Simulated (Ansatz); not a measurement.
# How fast states decay through CsKLiI3

A new crystal, CsKLiI3: structure, gap and complex bands. It is built by putting K for part of the Li in the CsLi2I3 structure of space group P-4m2, with the volume rescaled by atomic radii. The parent structure comes from the Materials Project.

Calculated with Ansatz 0.2.0; r2SCAN DFT, plane waves, PAW files, in the first sound run; inputs show where later runs differ.

The structure was built from a prototype and need not be the compound's stable phase.

### Step 1. The starting structure

The structure is orthorhombic, space group Pmm2 (No. 25). The conventional cell has a = 4.816 Å, b = 4.816 Å, c = 11.334 Å, α = 90.00°, β = 90.00°, γ = 90.00°. Cs has 8 I at 4.13 Å nearest. Nearest to K lie 4 I at 2.90 to 2.95 Å. Nearest to Li lie 4 I at 2.90 to 2.95 Å. Nearest to I lie 2 K at 2.95 Å and 4 Cs at 4.13 Å. Nearest to I lie 2 Li at 2.95 Å and 4 Cs at 4.13 Å. I has 2 K at 2.90 Å and 2 Li at 2.90 Å nearest. It derives from CsLi2I3. K for part of the Li in the CsLi2I3 structure of space group P-4m2. Farther neighbours and most contacts between anions are not listed.

### Step 2. Relaxing the new crystal

The substituted atoms don't fit the parent's cell, so cell and atoms relax together. A small smearing keeps the run stable in case the gap closes on the way.

The input, input.yaml:

```yaml
crystal:
  lattice:
    - [4.8156799123, 0.0, 0.0]
    - [0.0, 4.8156799123, 0.0]
    - [0.0, 0.0, 11.3343950378]
  atoms:
    - { symbol: Cs, position: [0.5, 0.5, 0.5] }
    - { symbol: K, position: [0.5, 0.0, 0.14330605] }
    - { symbol: Li, position: [0.0, 0.5, 0.85669395] }
    - { symbol: I, position: [0.0, 0.0, 0.29333846] }
    - { symbol: I, position: [0.0, 0.0, 0.70666154] }
    - { symbol: I, position: [0.5, 0.5, 0.0] }
kpoints:
  mp_grid: { grid: [4, 4, 2] }
scf:
  occupations: { method: gaussian, width: 0.03 }
hamiltonian:
  xc: r2scan
output:
  forces: true
  stress: true
relax:
  f_tol: 0.02
  max_steps: 60
  cell: {}
```

Run with:

```bash
$ ansatz run input.yaml --threads 2 --pin off --max-ram 4096MiB --backend cpu --events-out ev --progress --plain --runs-dir out
```

Numbers of over 12 decimals in the logs are rounded to 6 here.

The program printed:

```text
Engine: ansatz 0.2.0, aarch64-unknown-linux-gnu
Pseudopotentials: kind: paw
Pseudopotential: Cs, paw, valence charge 9, recommended cutoff 500 eV (meta_gga), Cs.paw.azcp
Pseudopotential: K, paw, valence charge 9, recommended cutoff 500 eV (meta_gga), K.paw.azcp
Pseudopotential: Li, paw, valence charge 3, recommended cutoff 500 eV (meta_gga), Li.paw.azcp
Pseudopotential: I, paw, valence charge 17, recommended cutoff 500 eV (meta_gga), I.paw.azcp
Functional definition: r2SCAN
  parameter k0 = 0.174
  parameter k1 = 0.065
  parameter a1 = 4.9479
  exchange = r2scan_x(k0 = k0, k1 = k1, a1 = a1)
  correlation = r2scan_c
Crystal: 6 atoms, lattice volume = 262.853 Å³
Basis set: ecut = 500 eV, 6705 PW (Γ), exchange–correlation on 144×144×360 points (64 copies of the dense FFT grid, shifted against one another)
Bands: 44, of which v1, the nominal top of the filled ones, is band 36 counted from 1 (35 counted from 0)
Symmetry: 4 space group operations
Space group: Pmm2 (ITA 25), of the structure as read, at distance tolerance 6.4e-5 Å
k-points: 18 of 32
Non-local potential: Cs, projectors of the file, l = 0: 3, l = 1: 2, l = 2: 2, l = 3: 2
Non-local potential: K, projectors of the file, l = 0: 3, l = 1: 2, l = 2: 2
Non-local potential: Li, projectors of the file, l = 0: 3, l = 1: 2, l = 2: 1
Non-local potential: I, projectors of the file, l = 0: 2, l = 1: 2, l = 2: 2, l = 3: 2
PAW form: soft (Blöchl's): semilocal exchange-correlation on the pseudo side does not see the compensation charge
PAW frozen core: Cs, regenerated for the run's functional (the file was generated under x = pbe(κ = 0.804, μ = 0.219515), c = pbe(β = 0.066725))
PAW frozen core: K, regenerated for the run's functional (the file was generated under x = pbe(κ = 0.804, μ = 0.219515), c = pbe(β = 0.066725))
PAW frozen core: I, regenerated for the run's functional (the file was generated under x = pbe(κ = 0.804, μ = 0.219515), c = pbe(β = 0.066725))
PAW one-centre angular grid: Cs, 302 points (default); XC on 160 Gauss nodes
PAW one-centre angular grid: K, 302 points (default); XC on 160 Gauss nodes
PAW one-centre angular grid: Li, 302 points (default); XC on 327 of its mesh's 2665 points in the sphere
PAW one-centre angular grid: I, 590 points (default); XC on 160 Gauss nodes
Initial density: superposition of atomic densities (neutral atoms: chi_scale 0, normalization atom), corrected by the library's trained network
Initial wavefunctions: pseudopotential atomic-orbital guess
Functional: x = r2scan, c = r2scan; τ floored in thin density (d = 2e-4 eV/Å³)
SCF iter   1: F=—  HF=-30025.807197 eV  |F-HF|=—  |Δ(HF+E_count)|=         —  Δρ=2.42e-3  dr2=1.42e-2  dr2_τ=4.49e-3  ethr=1.77e-3  ⟨swp⟩=11.3  Hψ=4221  notcnv=0
preconditioner: auto → Resta (q_TF=auto, 2.199 Å⁻¹)  ε∞=2.3  [insulator: Δε(μ)=4.429 eV  Ē_g=11.880 eV  σ=0.030 eV  W_gap=1.00  n_scr=54 (ndim 8)  ℏωp=13.7 eV  f_vac=0.145  D(μ)=0.00/eV (n_scr^D=0)  ε∞_Penn≈2.3]
SCF iter   2: F=—  HF=-30025.855214 eV  |F-HF|=—  |Δ(HF+E_count)|=   4.80e-2  Δρ=1.23e-3  dr2=3.80e-3  dr2_τ=1.33e-4  ethr=1.98e-5  ⟨swp⟩=3.1  Hψ=1769  notcnv=0  defer=49
SCF iter   3: F=—  HF=-30025.855241 eV  |F-HF|=—  |Δ(HF+E_count)|=   2.75e-5  Δρ=2.40e-4  dr2=2.08e-4  dr2_τ=1.07e-5  ethr=5.28e-6  ⟨swp⟩=2.0  Hψ=1468  notcnv=0  defer=31
automatic band count: iteration 3 solves 43 bands in place of 44: the levels show a gap, and the empty bands left out lie too high to hold charge; the band table lists the bands solved (type scf.n_extra_bands for more)
SCF iter   4: F=—  HF=-30025.855317 eV  |F-HF|=—  |Δ(HF+E_count)|=   7.54e-5  Δρ=1.09e-4  dr2=4.73e-5  dr2_τ=1.44e-6  ethr=2.89e-7  ⟨swp⟩=2.0  Hψ=1386  notcnv=0  defer=31
SCF iter   5: F=—  HF=-30025.855341 eV  |F-HF|=—  |Δ(HF+E_count)|=   2.40e-5  Δρ=2.44e-5  dr2=2.52e-6  dr2_τ=5.43e-8  ethr=6.57e-8  ⟨swp⟩=2.0  Hψ=1376  notcnv=0  defer=31
SCF iter   6: F=—  HF=-30025.855342 eV  |F-HF|=—  |Δ(HF+E_count)|=   1.22e-6  Δρ=7.50e-6  dr2=1.50e-7  dr2_τ=5.92e-9  ethr=3.50e-9  ⟨swp⟩=2.0  Hψ=1391  notcnv=0  defer=31
SCF iter   7: F=-30025.855342 eV  HF=-30025.855342 eV  |F-HF|=7.37e-9  |Δ(HF+E_count)|=   1.52e-8  Δρ=2.09e-6  dr2=1.56e-8  dr2_τ=6.95e-10  ethr=1.39e-10  ⟨swp⟩=4.9  Hψ=2595  notcnv=0
SCF 1 converged in 7 iterations: F = -30025.855342 eV  dr2 = 1.56e-8
  greatest PAW one-centre occupation: 0.999 electrons in one spin orbital (limit 2), on the Li atom at site 2 (counted from 0), in its partial waves of l = 0
relax step   1: F+E_penalty+E_count = -30025.85534209 eV  Δ(F+E_penalty+E_count) = +0.000e0 eV  max|allowed force component| = 1.884e0 eV/Å  Δτ_max = 0.0000 Å  P = +2.491 GPa  Ω = 262.853 Å³  (7 SCF iters, dr2 threshold 1.00e-7 eV, accepted)
Crystal: 6 atoms, lattice volume = 269.703 Å³
Basis set: ecut = 500 eV, 6833 PW (Γ), exchange–correlation on 144×144×360 points (64 copies of the dense FFT grid, shifted against one another)
Initial density: handed on by an earlier stage of this run
Initial wavefunctions: those handed on with the density
iter 1 solved again at ethr=4.64e-5 eV; its pass at ethr=3.10e-3 eV (dr2=3.34e-2 eV) is discarded
SCF iter   1: F=—  HF=-30026.051867 eV  |F-HF|=—  |Δ(HF+E_count)|=         —  Δρ=5.17e-3  dr2=3.72e-2  dr2_τ=4.87e-1  ethr=4.64e-5  ⟨swp⟩=2.6  Hψ=4452  notcnv=0
automatic band count: iteration 1 solves 41 bands in place of 44: the levels show a gap, and the empty bands left out lie too high to hold charge; the band table lists the bands solved (type scf.n_extra_bands for more)
preconditioner: auto → Resta (q_TF=auto, 2.189 Å⁻¹)  ε∞=2.4  [insulator: Δε(μ)=4.178 eV  Ē_g=11.309 eV  σ=0.030 eV  W_gap=1.00  n_scr=54 (ndim 8)  ℏωp=13.6 eV  f_vac=0.159  D(μ)=0.00/eV (n_scr^D=0)  ε∞_Penn≈2.4]
SCF iter   2: F=—  HF=-30026.439135 eV  |F-HF|=—  |Δ(HF+E_count)|=   3.87e-1  Δρ=3.15e-3  dr2=1.52e-2  dr2_τ=1.68e-4  ethr=4.64e-5  ⟨swp⟩=4.4  Hψ=1652  notcnv=0
SCF iter   3: F=—  HF=-30026.439552 eV  |F-HF|=—  |Δ(HF+E_count)|=   4.17e-4  Δρ=8.25e-4  dr2=6.23e-3  dr2_τ=9.18e-5  ethr=2.11e-5  ⟨swp⟩=3.5  Hψ=1664  notcnv=0  defer=5
SCF iter   4: F=—  HF=-30026.438019 eV  |F-HF|=—  |Δ(HF+E_count)|=   1.53e-3  Δρ=2.20e-4  dr2=5.16e-4  dr2_τ=3.04e-6  ethr=8.65e-6  ⟨swp⟩=2.4  Hψ=1448  notcnv=0  defer=5
SCF iter   5: F=—  HF=-30026.437992 eV  |F-HF|=—  |Δ(HF+E_count)|=   2.80e-5  Δρ=7.20e-5  dr2=4.16e-5  dr2_τ=6.81e-7  ethr=7.17e-7  ⟨swp⟩=2.0  Hψ=900  notcnv=0  defer=5
SCF iter   6: F=—  HF=-30026.437988 eV  |F-HF|=—  |Δ(HF+E_count)|=   3.68e-6  Δρ=2.41e-5  dr2=2.78e-6  dr2_τ=4.49e-8  ethr=5.78e-8  ⟨swp⟩=2.0  Hψ=983  notcnv=0  defer=5
[...]
preconditioner: auto → Resta (q_TF=auto, 2.182 Å⁻¹)  ε∞=2.4  [insulator: Δε(μ)=4.030 eV  Ē_g=11.314 eV  σ=0.030 eV  W_gap=1.00  n_scr=56 (ndim 8)  ℏωp=13.4 eV  f_vac=0.166  D(μ)=0.00/eV (n_scr^D=0)  ε∞_Penn≈2.4]
SCF iter   2: F=—  HF=-30026.795333 eV  |F-HF|=—  |Δ(HF+E_count)|=   5.08e-1  Δρ=3.52e-3  dr2=2.14e-2  dr2_τ=2.66e-4  ethr=5.91e-5  ⟨swp⟩=4.4  Hψ=1579  notcnv=0
SCF iter   3: F=—  HF=-30026.794850 eV  |F-HF|=—  |Δ(HF+E_count)|=   4.83e-4  Δρ=9.09e-4  dr2=5.38e-3  dr2_τ=8.19e-5  ethr=2.98e-5  ⟨swp⟩=3.6  Hψ=1599  notcnv=0  defer=6
SCF iter   4: F=—  HF=-30026.793728 eV  |F-HF|=—  |Δ(HF+E_count)|=   1.12e-3  Δρ=2.19e-4  dr2=5.61e-4  dr2_τ=3.42e-6  ethr=7.47e-6  ⟨swp⟩=2.7  Hψ=1415  notcnv=0  defer=7
SCF iter   5: F=—  HF=-30026.793723 eV  |F-HF|=—  |Δ(HF+E_count)|=   5.53e-6  Δρ=1.00e-4  dr2=9.94e-5  dr2_τ=9.26e-7  ethr=7.79e-7  ⟨swp⟩=2.1  Hψ=896  notcnv=0  defer=7
SCF iter   6: F=—  HF=-30026.793708 eV  |F-HF|=—  |Δ(HF+E_count)|=   1.51e-5  Δρ=3.30e-5  dr2=6.66e-6  dr2_τ=6.35e-8  ethr=1.38e-7  ⟨swp⟩=2.0  Hψ=909  notcnv=0  defer=7
SCF iter   7: F=-30026.793707 eV  HF=-30026.793707 eV  |F-HF|=1.78e-7  |Δ(HF+E_count)|=   3.83e-7  Δρ=8.38e-6  dr2=3.02e-7  dr2_τ=6.55e-9  ethr=8.33e-10  ⟨swp⟩=3.7  Hψ=2972  notcnv=0
SCF 3 converged in 7 iterations: F = -30026.793707 eV  dr2 = 3.02e-7
relax step   3: F+E_penalty+E_count = -30026.79370713 eV  Δ(F+E_penalty+E_count) = -3.557e-1 eV  max|allowed force component| = 5.251e-1 eV/Å  Δτ_max = 0.1949 Å  P = +0.483 GPa  Ω = 275.085 Å³  energy of the carried Pulay correction = -8.894e-4 eV  (7 SCF iters, dr2 threshold 6.00e-7 eV, accepted)
[...]
relax step   4: F+E_penalty+E_count = -30026.95425969 eV  Δ(F+E_penalty+E_count) = -1.606e-1 eV  max|allowed force component| = 1.143e-1 eV/Å  Δτ_max = 0.1945 Å  P = +0.020 GPa  Ω = 278.403 Å³  energy of the carried Pulay correction = -1.124e-3 eV  (7 SCF iters, dr2 threshold 6.00e-7 eV, accepted)
[...]
relax step   5: F+E_penalty+E_count = -30026.97327317 eV  Δ(F+E_penalty+E_count) = -1.901e-2 eV  max|allowed force component| = 4.920e-2 eV/Å  Δτ_max = 0.0740 Å  P = -0.059 GPa  Ω = 278.669 Å³  energy of the carried Pulay correction = -1.142e-3 eV  (6 SCF iters, dr2 threshold 6.00e-7 eV, accepted)
[...]
relax step   6: F+E_penalty+E_count = -30026.97985177 eV  Δ(F+E_penalty+E_count) = -6.579e-3 eV  max|allowed force component| = 2.086e-2 eV/Å  Δτ_max = 0.0318 Å  P = -0.045 GPa  Ω = 277.830 Å³  energy of the carried Pulay correction = -1.083e-3 eV  (6 SCF iters, dr2 threshold 1.51e-7 eV, accepted)
[...]
relax step   7: F+E_penalty+E_count = -30026.98088769 eV  Δ(F+E_penalty+E_count) = -1.036e-3 eV  max|allowed force component| = 1.009e-2 eV/Å  Δτ_max = 0.0119 Å  P = -0.029 GPa  Ω = 277.072 Å³  energy of the carried Pulay correction = -1.030e-3 eV  (6 SCF iters, dr2 threshold 2.79e-8 eV, accepted)
Initial wavefunctions: pseudopotential atomic-orbital guess (no wavefunctions were taken with the density)
iter 1 solved again at ethr=2.31e-7 eV; its pass at ethr=3.10e-3 eV (dr2=1.66e-4 eV) is discarded
SCF iter   1: F=—  HF=-30026.976208 eV  |F-HF|=—  |Δ(HF+E_count)|=         —  Δρ=1.97e-4  dr2=1.15e-5  dr2_τ=8.45e-6  ethr=2.31e-7  ⟨swp⟩=3.9  Hψ=6456  notcnv=0
preconditioner: auto → Resta (q_TF=auto, 2.179 Å⁻¹)  ε∞=2.3  [insulator: Δε(μ)=4.166 eV  Ē_g=11.940 eV  σ=0.030 eV  W_gap=1.00  n_scr=56 (ndim 8)  ℏωp=13.4 eV  f_vac=0.170  D(μ)=0.00/eV (n_scr^D=0)  ε∞_Penn≈2.3]
SCF iter   2: F=—  HF=-30026.982519 eV  |F-HF|=—  |Δ(HF+E_count)|=   6.31e-3  Δρ=9.92e-5  dr2=2.67e-6  dr2_τ=1.09e-5  ethr=1.59e-8  ⟨swp⟩=3.0  Hψ=1750  notcnv=0
SCF iter   3: F=—  HF=-30026.982549 eV  |F-HF|=—  |Δ(HF+E_count)|=   3.02e-5  Δρ=5.62e-5  dr2=8.07e-7  dr2_τ=3.45e-6  ethr=3.70e-9  ⟨swp⟩=2.0  Hψ=1186  notcnv=0
SCF iter   4: F=—  HF=-30026.982503 eV  |F-HF|=—  |Δ(HF+E_count)|=   4.61e-5  Δρ=5.37e-6  dr2=2.90e-8  dr2_τ=2.48e-8  ethr=1.12e-9  ⟨swp⟩=2.0  Hψ=1440  notcnv=0
SCF iter   5: F=—  HF=-30026.982503 eV  |F-HF|=—  |Δ(HF+E_count)|=   4.20e-7  Δρ=7.90e-7  dr2=4.68e-9  dr2_τ=7.26e-11  ethr=4.03e-11  ⟨swp⟩=2.9  Hψ=1684  notcnv=0
SCF iter   6: F=—  HF=-30026.982503 eV  |F-HF|=—  |Δ(HF+E_count)|=   5.50e-9  Δρ=3.49e-7  dr2=1.74e-9  dr2_τ=1.19e-11  ethr=6.49e-12  ⟨swp⟩=2.0  Hψ=1272  notcnv=0
SCF iter   7: F=—  HF=-30026.982503 eV  |F-HF|=—  |Δ(HF+E_count)|=  4.87e-10  Δρ=1.84e-7  dr2=4.48e-10  dr2_τ=3.09e-12  ethr=2.42e-12  ⟨swp⟩=2.0  Hψ=944  notcnv=0
SCF iter   8: F=—  HF=-30026.982503 eV  |F-HF|=—  |Δ(HF+E_count)|=  1.31e-10  Δρ=8.19e-8  dr2=9.29e-11  dr2_τ=4.40e-13  ethr=1.00e-12  ⟨swp⟩=2.0  Hψ=931  notcnv=0
SCF iter   9: F=-30026.982503 eV  HF=-30026.982503 eV  |F-HF|=7.28e-12  |Δ(HF+E_count)|=  3.27e-11  Δρ=1.71e-8  dr2=4.30e-12  dr2_τ=1.30e-14  ethr=1.00e-12  ⟨swp⟩=5.0  Hψ=2627  notcnv=0
SCF 8 converged in 9 iterations: F = -30026.982503 eV  dr2 = 4.30e-12
relax step   8: F+E_penalty+E_count = -30026.98250254 eV  Δ(F+E_penalty+E_count) = -1.615e-3 eV  max|allowed force component| = 1.008e-2 eV/Å  Δτ_max = 0.0000 Å  P = -0.027 GPa  Ω = 277.072 Å³  stress off target by 4.41e-2 GPa  SCF on the basis re-selected at this cell (its energy is not comparable with the rows above)  (9 SCF iters)
basis re-selected at this cell: Δ(F+E_penalty+E_count) = -1.615e-3 eV, ΔP = +0.002 GPa vs the last step (what re-selecting the basis moved, of the pressure what is left beyond the Pulay correction that the steps carried, after the strain that the cell walked since its last selection, with what the two solves' SCF thresholds leave and, on support functions, any second-order correction that the steps lacked; it is no m [...]
SCF converged after 9 iterations
Free energy (F): -30026.982503 eV
Harris-Foulkes:  -30026.982503 eV  (|F-HF|=7.28e-12)
Internal energy: -30026.982503 eV  (E = F + TS)
E sigma→0 (E₀):  -30026.982503 eV
Fermi energy:    3.873600 eV
--- Per-component energies (eV) ---
  E_band       = -1577.595640
  E_kinetic    = 983.801114
  E_local      = -8198.698726  (includes V_loc(G=0)·N_el)
  E_nonlocal   = -261.299630
  E_hartree    = 3981.088184
  E_xc         = -670.048214
  E_vxc        = -758.920773  (∫ρ·V_xc dr)
  E_paw        = -20421.912937  (= ΣΔE_a)
  E_vpaw       = -1348.529494  (= ΣTr[D̂ρ^β])
  E_aug_tail   = -0.000203  (compensation charges beyond the density's cutoff)
  E_vtau       = 43.875590  (kinetic-family band-sum trace: ∫τ·v_τ [+ j·A + Jᵃ·Aᵃ] dr)
  E_ewald      = -5439.984943
  E_core_change = 0.072853  (= ΣΔE_core)
  E_smearing   = -0.000000  (= −TS)
  E_closure    = 0.000000  (closes the sum)
  Σ components = -30026.982503   (vs F -30026.982503, Δ=0.00e0)
--- Forces (eV/Å), atoms counted from 1 ---
  atom   1  Cs     0.00000000    -0.00000000     0.00804512
  atom   2  K      0.00000000    -0.00000000     0.00090079
  atom   3  Li    -0.00000000     0.00000000    -0.01008629
  atom   4  I     -0.00000000     0.00000000    -0.00362359
  atom   5  I     -0.00000000     0.00000000    -0.00365313
  atom   6  I      0.00000000    -0.00000000     0.00839543
  max |Σ_I F_I| component: 2.17e-5 eV/Å
--- Stress (GPa, compression-positive) ---
       -0.022267       0.000000      -0.000000
        0.000000      -0.044064       0.000000
       -0.000000       0.000000      -0.015462
  P = ⅓ Tr σ = -0.0273 GPa (-0.273 kbar)
--- Relaxed structure (7 steps of the walk, 7 accepted, 1 SCFs on fresh bases) ---
  F+E_penalty+E_count = -30026.98250254 eV   max|allowed force component| = 1.008e-2 eV/Å   (the final SCF, on the basis selected at the relaxed cell)
  cell:  # Å, volume = 277.0717 Å³
    - [4.774632, 0, 6.133543854071198e-17]
    - [0, 4.718699, 0]
    - [1.4436177297861574e-16, 0, 12.297870]
  atoms:
    - { symbol: Cs, position: [0.5, 0.5, 0.524606] }
    - { symbol: K, position: [0.5, 0, 0.147562] }
    - { symbol: Li, position: [-1.003852287230088e-17, 0.5, 0.831083] }
    - { symbol: I, position: [1.998877955225063e-17, 0, 0.344335] }
    - { symbol: I, position: [-1.826723280953994e-18, 0, 0.702001] }
    - { symbol: I, position: [0.5, 0.5, -0.049587] }
```

Run time: 2 min. Hardware: 2 threads of Arm Neoverse V2, shared host; peak memory 1 GiB.

Step by step:

```tsv
step	energy less that of the first step (eV)	largest force component (eV/Å)	pressure (GPa)	volume (Å³)
1	0.0000	1.8836	2.49	262.85
2	-0.5826	1.1330	1.30	269.70
3	-0.9384	0.5251	0.48	275.09
4	-1.0989	0.1143	0.02	278.40
5	-1.1179	0.0492	-0.06	278.67
6	-1.1245	0.0209	-0.05	277.83
7	-1.1255	0.0101	-0.03	277.07
8*	-1.1272	0.0101	-0.03	277.07
```

Relaxation steps marked * repeat the geometry before them on a plane-wave basis chosen anew for their cell, so energy and pressure can jump there.

The run keeps the 4 symmetry operations that it works with, so distortions that break them were not tested.

```tsv
conventional cell, symmetrised	before	after	change
a (Å)	4.816	4.719	-2.0 %
b (Å)	4.816	4.775	-0.9 %
c (Å)	11.334	12.298	+8.5 %
volume (Å³/atom)	43.81	46.18	+5.4 %
```

The atoms that moved most (Å, as changes of fractional coordinates times the final cell):

```tsv
atom	dx	dy	dz	length
I4	0.000	0.000	0.627	0.627
I6	0.000	0.000	-0.610	0.610
Li3	0.000	0.000	-0.315	0.315
Cs1	0.000	0.000	0.303	0.303
I5	0.000	0.000	-0.057	0.057
K2	0.000	0.000	0.052	0.052
```

Final coordinates:

```cif
data_structure
_symmetry_space_group_name_H-M 'P 1'
_symmetry_Int_Tables_number 1
_cell_length_a 4.7746
_cell_length_b 4.7187
_cell_length_c 12.2979
_cell_angle_alpha 90.000
_cell_angle_beta 90.000
_cell_angle_gamma 90.000
_cell_volume 277.07
loop_
_atom_site_label
_atom_site_type_symbol
_atom_site_fract_x
_atom_site_fract_y
_atom_site_fract_z
_atom_site_occupancy
Cs1 Cs 0.50000 0.50000 0.52461 1
K2 K 0.50000 0.00000 0.14756 1
Li3 Li 0.00000 0.50000 0.83108 1
I4 I 0.00000 0.00000 0.34434 1
I5 I 0.00000 0.00000 0.70200 1
I6 I 0.50000 0.50000 0.95041 1
```

This step gave:

```yaml
free_energy: -30026.9825 eV
fermi_energy: 3.874 eV
pressure: -0.02726 GPa
```

The largest force component on a free atom ends at 0.010 eV/Å.

[end of part 1 of 3]

[Logs are printed without paths, hosts, clocks, repeated set-up lines and the standing remarks that a program may print on its own settings, such as how far it seeks lower states.]

[Hosts, paths, dates, database ids (printed as entryN), source tags and the programs' standing remarks are cut or masked in the printed files.]
